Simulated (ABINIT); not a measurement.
Records of electronic-structure calculations.

```xyz
5
Lattice="6.375 0.000 0.000 0.000 6.375 0.000 0.000 0.000 5.962" Properties=species:S:1:pos:R:3 pbc="T T T" subject="CsPbI2Br (P4/mmm): G0W0 with ABINIT, start to end" method="RPA screening on PBE, plane waves, norm-conserving pseudopotentials (and 2 further levels or steps)" program="ABINIT 10.8.3" settings="cutoff 34 Ha, PseudoDojo scalar-relativistic 0.4 stringent, norm-conserving, ngkpt (2, 2, 2), nband 273, ecuteps 3.9 Ha, inclvkb 2, shiftk (0, 0, 0), symchi 1, awtr 1, frequency ppm, 2×2×2 k-mesh" cost="5 runs, 15 min in all on 8 MPI ranks of AMD EPYC 9R45, shared host" notes="The program’s warnings: nproc spkpt=  >= nkpt= * nsppol=. The cell and positions are those that the Materials Project relaxed with its own functionals (PBE, PBE+U or r2SCAN), kept fixed. Limits: no spin-orbit coupling. The 2×2×2 mesh is coarse for this cell, which bears on the long-range parts of exchange and screening." pbe_gap="1.48 eV, direct" g0w0_gap_on_the_mesh="2.55 eV" gw_settings="2×2×2 mesh, 273 bands, screening to 106.1 eV, Godby-Needs plasmon pole" known_limits="short of the basis limit; no spin-orbit coupling; coarse k mesh"
Cs    3.188    3.188    2.981
Pb    0.000    0.000    0.000
I     0.000    3.188    0.000
I     3.188    0.000    0.000
Br    0.000    0.000    2.981
```

[Long decimals in the printed logs are rounded to 6 places.]

[Logs are printed without paths, hosts, clocks, repeated set-up lines and the standing remarks that a program may print on its own settings, such as how far it seeks lower states.]

[Paths, hosts, dates, memory and timing lines, banners, echoed tables and standing remarks are left out of the program output; an Ansatz launch command may be rebuilt from the run's recorded settings. Measured values are a selection of at most five: reports struck by readers or far from the other reports are left out. None is set beside runs whose start may be inverted or whose files or cutoffs have a known fault.]

[Runs of the session that timed out or met a known fault of the program may be left out.]

[Hosts, paths, dates, database ids (printed as entryN), source tags and the programs' standing remarks are cut or masked in the printed files.]

[G0W0 gaps are taken among the corrected bands and points alone; a level outside them can change the order at an edge.]

[Where Ansatz stands beside ABINIT at settings called matched, ABINIT's density can come from a denser mesh and the files from another edition; pairs whose starting gaps differed by over 0.03 eV were left out, so agreement reads better than it is.]
